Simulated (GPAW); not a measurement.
# Geometry or basis: what sets the conductance of CO in line between two Li chains, part 2 of 2

Aim: the conductance of CO in line between two Li chains after relaxation, and whether geometry, basis or functional moves it most.

GPAW 26.7.0; GPAW LCAO, PAW setups; relaxation of the junction within the symmetry of its start, lead ends held (the session's first sound run).

So far, transmission at the Fermi level (one spin): step 3 (GPAW, dzp, PBE, GPAW) 0.00144; step 4 (basis szp(dzp), PBE, GPAW) 0.00379; step 5 (basis sz(dzp), PBE, GPAW) 0.0207; step 6 (LDA) 0.00199. Also open channels of the lead at the Fermi level (one spin): 1 in steps 3, 4, 5 and 6.

## 7. Without the relaxation: geometry = "as built"

The dzp basis with PBE on the structure as first built shows what the relaxation was worth.

File run.py:

```python
import json
import numpy as np
from ase import Atoms
from ase.transport.calculators import TransportCalculator
from gpaw import GPAW, FermiDirac
from gpaw.lcao.tools import get_lcao_hamiltonian
from scipy.linalg import eigh

# The junction with lead layers at both ends, along the third cell vector
device = Atoms(
    ['Li', 'Li', 'Li', 'Li', 'Li', 'Li', 'C', 'O', 'Li', 'Li', 'Li', 'Li', 'Li', 'Li'],
    positions=[
        [4.50000, 4.50000, 1.47500],
        [4.50000, 4.50000, 4.42500],
        [4.50000, 4.50000, 7.37500],
        [4.50000, 4.50000, 10.32500],
        [4.50000, 4.50000, 13.27500],
        [4.50000, 4.50000, 16.22500],
        [4.50000, 4.50000, 18.19870],
        [4.50000, 4.50000, 19.35870],
        [4.50000, 4.50000, 21.22230],
        [4.50000, 4.50000, 24.17230],
        [4.50000, 4.50000, 27.12230],
        [4.50000, 4.50000, 30.07230],
        [4.50000, 4.50000, 33.02230],
        [4.50000, 4.50000, 35.97230]],
    cell=[[9.0, 0.0, 0.0], [0.0, 9.0, 0.0], [0.0, 0.0, 37.4473]],
    pbc=True)

# One principal layer of the lead: the first 3 atoms of the device
lead = Atoms(
    ['Li', 'Li', 'Li'],
    positions=[
        [4.50000, 4.50000, 1.47500],
        [4.50000, 4.50000, 4.42500],
        [4.50000, 4.50000, 7.37500]],
    cell=[[9.0, 0.0, 0.0], [0.0, 9.0, 0.0], [0.0, 0.0, 8.85]],
    pbc=True)

settings = dict(mode='lcao', basis='dzp', xc='PBE', h=0.18,
                occupations=FermiDirac(0.1), maxiter=250,
                mixer=dict(beta=0.1, nmaxold=8, weight=100.0),
                convergence=dict(density=0.0001))
energies = np.arange(-2, 2 + 1e-9, 0.025)
eta = 0.0001
n1, n2 = 1, 1
# k and -k transmit alike, so half of the mesh across the current serves
mesh = [(i, j) for i in range(n1) for j in range(n2) if (i, j) <= (-i % n1, -j % n2)]
weights = np.array([1 if (i, j) == (-i % n1, -j % n2) else 2 for i, j in mesh]) / (n1 * n2)


def ground_state(atoms, size, txt):
    atoms.calc = GPAW(kpts={'size': size, 'gamma': True}, symmetry={'tolerance': 1e-3}, txt=txt, **settings)
    atoms.get_potential_energy()
    return atoms.calc.get_fermi_level()


def blocks(atoms, fermi, points, nz, cells):
    """H - E_F S and S between cell 0 and the cells above it, at each point across the current."""
    kz = np.arange(nz) / nz
    calc = atoms.calc.fixed_density(kpts=[(*k, z) for k in points for z in kz], symmetry='off', txt=None)
    H, S = get_lcao_hamiltonian(calc)
    H = (H - fermi * S).reshape(len(H), len(points), nz, *S.shape[1:])
    S = S.reshape(H.shape[1:])
    phases = [np.exp(-2j * np.pi * kz * R) / nz for R in cells]
    return [(np.einsum('skzij,z->ksij', H, p), np.einsum('kzij,z->kij', S, p)) for p in phases]


def pair(a, b):
    return np.block([[a, b], [b.T.conj(), a]])


def count_channels(h, s, cells, nk=240):
    """Half the number of times that the lead's bands cross each energy, unfolded to its shortest repeat."""
    b = len(h) // cells
    bands = []
    for k in (np.arange(nk + 1) + 0.5) / nk:
        hk, sk = h[:b, :b].copy(), s[:b, :b].copy()
        for R in range(1, cells):
            phase, block = np.exp(2j * np.pi * k * R), slice(R * b, (R + 1) * b)
            hk += h[:b, block] * phase + (h[:b, block] * phase).T.conj()
            sk += s[:b, block] * phase + (s[:b, block] * phase).T.conj()
        w, u = eigh(sk)
        x = u[:, w > 1e-5] / w[w > 1e-5]**0.5  # drop near-dependent combinations
        bands.append(np.r_[eigh(x.T.conj() @ hk @ x, eigvals_only=True), [1e9] * (w <= 1e-5).sum()])
    below = np.array(bands)[:, :, None] < energies
    return (below[1:] != below[:-1]).sum((0, 1)) / 2


fermi_lead = ground_state(lead, (1, 1, 13), 'lead.txt')
fermi_device = ground_state(device, (1, 1, 2), 'device.txt')
T, channels, eigen, tail, misfit, shifts = [], [], [], 0.0, 0.0, []
for first in range(0, len(mesh), 566):
    points = [(i / n1, j / n2) for i, j in mesh[first:first + 566]]
    (H0k, S0k), (H1k, S1k), (H2k, _) = blocks(lead, fermi_lead, points, 5, range(3))
    [(Hk, Sk)] = blocks(device, fermi_device, points, 2, [0])
    tail = max(tail, abs(H2k).max())
    for H0, S0, H1, S1, H, S in zip(H0k, S0k, H1k, S1k, Hk, Sk):
        n = len(S0)
        # Shift the lead onto the potential of the device's first layer
        shift = ((H[:, 0, 0] - H0[:, 0, 0]) / S0[0, 0]).real.mean()
        shifts.append(shift)
        misfit = max(misfit, abs(H[:, :n, :n] - H0 - shift * S0).max())
        Tk, Ck, Ek = [], [], []
        for s in range(len(H)):
            t = s % len(H0)  # a lead without moments serves both spins
            h1, s1 = pair(H0[t] + shift * S0, H1[t] + shift * S1), pair(S0, S1)
            leads = dict(h1=h1, s1=s1, energies=energies, eta=eta, eta1=eta, eta2=eta)
            calc = TransportCalculator(h=H[s], s=S, eigenchannels=3, **leads)
            Tk.append(calc.get_transmission())
            Ek.append(np.sort(calc.eigenchannels_ne, axis=0)[::-1])
            Ck.append(count_channels(h1, s1, 6))
        T.append(Tk)
        channels.append(Ck)
        eigen.append(Ek)
T, channels = np.array(T), np.array(channels)
mean, open_channels = np.einsum('kse,k->se', T, weights), np.einsum('kse,k->se', channels, weights)

print(f'basis functions: device {len(S)}, principal layer {n}')
print(f'Fermi level: lead {fermi_lead:.4f} eV, device {fermi_device:.4f} eV; lead shifted by {np.mean(shifts):.4f} eV')
print(f'largest coupling past the next layer {tail:.2e} eV, largest misfit of the first layer {misfit:.3f} eV')
print('  E-E_F (eV)   ' + 'T (one spin)  channels')
for e, t, c in zip(energies, mean.T, open_channels.T):
    print(f'{e:10.3f}  ', *[f'{x:11.4e}' for x in t], *[f'{x:9.4f}' for x in c])

kT = 8.617333e-5 * 300
fine = np.linspace(energies[0], energies[-1], 4001)
both = np.exp(np.interp(fine, energies, np.log(np.maximum(mean.sum(0) * 2 / len(mean), 1e-30))))
fermi = lambda mu: 1 / (1 + np.exp(np.clip((fine - mu) / kT, -200, 200)))
slope = fermi(0) * (1 - fermi(0)) / kT
G = np.trapezoid(both * slope, fine) / 2
seebeck = -np.trapezoid(both * slope * fine, fine) / (2 * G * 300) * 1e6
print(f'conductance at 300 K: {G:.5g} G0 a cell; thermopower {seebeck:.4g} uV/K')
bias = [0.1, 0.2, 0.5, 1.0, 1.5, 2.0]
current = [38.74 * np.trapezoid(both * (fermi(V / 2) - fermi(-V / 2)), fine) for V in bias]
for V, I in zip(bias, current):
    print(f'current from the zero-bias T(E) at {V} V: {I:.5g} uA')
zero = abs(energies).argmin()
json.dump(dict(energies=energies.tolist(), T=mean.tolist(), channels=open_channels.tolist(), G=G, seebeck=seebeck,
               bias=bias, current=current, tail=tail, misfit=misfit, shift=np.mean(shifts), n_device=len(S), n_lead=n,
               fermi=[fermi_lead, fermi_device], energy=device.get_potential_energy(),
               moments=device.get_magnetic_moments().tolist(), mesh=mesh, weights=weights.tolist(),
               T_k=T[:, :, zero].tolist(), eigen=np.array(eigen[0]).tolist()), open('result.json', 'w'))
```

Started as:

```bash
$ OMP_NUM_THREADS=1 OPENBLAS_NUM_THREADS=1 python run.py
```

Run time: 58 s. Hardware: 1 thread of Arm Neoverse V1, shared host; peak memory 1.6 GiB.

Numbers from this step:

| Item | Value |
| --- | --- |
| conductance | 8.46e-4 G₀ |
| thermopower | 10.55 μV/K |
| largest coupling past the next principal layer | 1.28e-8 eV |
| largest misfit of the first principal layer | 0.03199 eV |
| shift that aligns the lead | 0.001053 eV |
| transmission at the Fermi level (one spin) | 8.53e-4 |

The conductance, 8.5e-4 G₀, lies 41 % below that of the dzp run.

## 8. Cost and result by level

Times are for 1 thread of Arm Neoverse V1, shared host. The series side by side:

```csv
no.,run,conductance (G₀),time,memory (GiB)
1,dzp,0.001433,68 s,1.6
2,szp,0.003766,60 s,1.6
3,sz,0.02073,35 s,1.5
4,dzp LDA,0.001970,47 s,1.6
5,asbuilt,8.46e-4,58 s,1.6
```

## 9. Comparison

The curves are compared point by point over the common energies.

This step: comparison of transmission and cost over codes, levels and geometry (GPAW 26.7.0).

Ladder, by row:

```csv
step,code,T at the Fermi level (sum over the listed spins),conductance (G0),r.m.s. T(E) from the first,wall time (s),peak memory (GiB),threads
dzp,GPAW,0.001445,0.001433,0,68.2,1.58,1
szp,GPAW,0.003792,0.003766,0.001425,59.92,1.57,1
sz,GPAW,0.02074,0.02073,0.01719,35.48,1.47,1
dzp-LDA,GPAW,0.001986,0.00197,4.35e-4,47.06,1.58,1
asbuilt,GPAW,8.53e-4,8.46e-4,0.001025,58.29,1.58,1
```

Table of transmission, zone mean, sum over the listed spins by energy, zero at the Fermi level:

```csv
energy (eV),dzp,szp,sz,dzp-LDA,asbuilt
-2.0000,0,0,0,0,0
-1.7500,0,0,0,0,0
-1.5000,0,0,0,0,0
-1.2500,0,0,0,0,0
-1.0000,0,0,0.00258,0,0
-0.7500,7.4e-4,9.3e-4,0.0226,1.8e-4,5.1e-4
-0.5000,0.00128,0.00252,0.0212,0.00149,8.9e-4
-0.2500,0.00141,0.00322,0.0223,0.00179,9.4e-4
-0.1000,0.00150,0.00368,0.0217,0.00199,9.4e-4
-0.0500,0.00148,0.00376,0.0213,0.00201,9.1e-4
0.0000,0.00144,0.00379,0.0207,0.00199,8.5e-4
0.2500,9.9e-4,0.00327,0.0184,0.00150,4.4e-4
0.5000,5.8e-4,0.00266,0.0177,0.00101,1.4e-4
0.7500,2.7e-4,0.00227,0.0187,6.4e-4,8.1e-7
1.0000,3.0e-5,0.00175,0.0205,2.5e-4,1.9e-4
1.2500,8.1e-5,0.00109,0.0222,7.4e-6,9.8e-4
1.5000,6.4e-4,5.0e-4,0.0230,1.5e-4,0.00249
1.7500,0.00160,1.4e-4,0.0223,6.6e-4,0.00427
2.0000,0.00217,7.4e-6,0.0200,9.4e-4,0.00481
```

## 10. What came out

```
conductance                                        : 0.00143 G₀
transmission at the Fermi level, mean of the spins : 0.00144
thermopower                                        : 5.25 μV/K
open channels of the lead there                    : 1
```

In the dzp basis the junction conducts 0.00143 G₀ at 300 K, with T = 0.00144 a spin at the Fermi level; no smaller basis tried comes within 10 % of that conductance. Relaxation moved atoms by up to 0.092 Å and took the conductance from 8.5e-4 to 0.00143 G₀, as a ratio a smaller change than the step from dzp to the minimal basis. The junction is in the tunnelling regime at the Fermi level. The positive thermopower says that the thermally weighted transmission is larger below the Fermi level, as for hole-like transport. Measured against the first run (dzp), the nearest curve is that of dzp-LDA (r.m.s. 4.3e-4) and the farthest that of sz (0.017). Over the compared runs wall time goes from 35 s (sz) to 68 s (dzp), on a shared host. The leads kept an estimated spacing and the cell its length, so the junction may be under some tension or compression. The geometry comes from the orbital basis, which tends to overbind, and kept the symmetry of the start, so a structure of lower symmetry may lie lower. An evenly spaced straight chain is an idealisation: free chains tend to dimerise, zigzag or, where a band edge lies near the Fermi level, turn magnetic. The currents use the zero-bias T(E) throughout, which holds only while the bias is small against the distance to the nearest feature.

[Logs are printed without paths, hosts, clocks, repeated set-up lines and the standing remarks that a program may print on its own settings, such as how far it seeks lower states.]

[Hosts, paths, dates, database ids (printed as entryN), source tags and the programs' standing remarks are cut or masked in the printed files.]
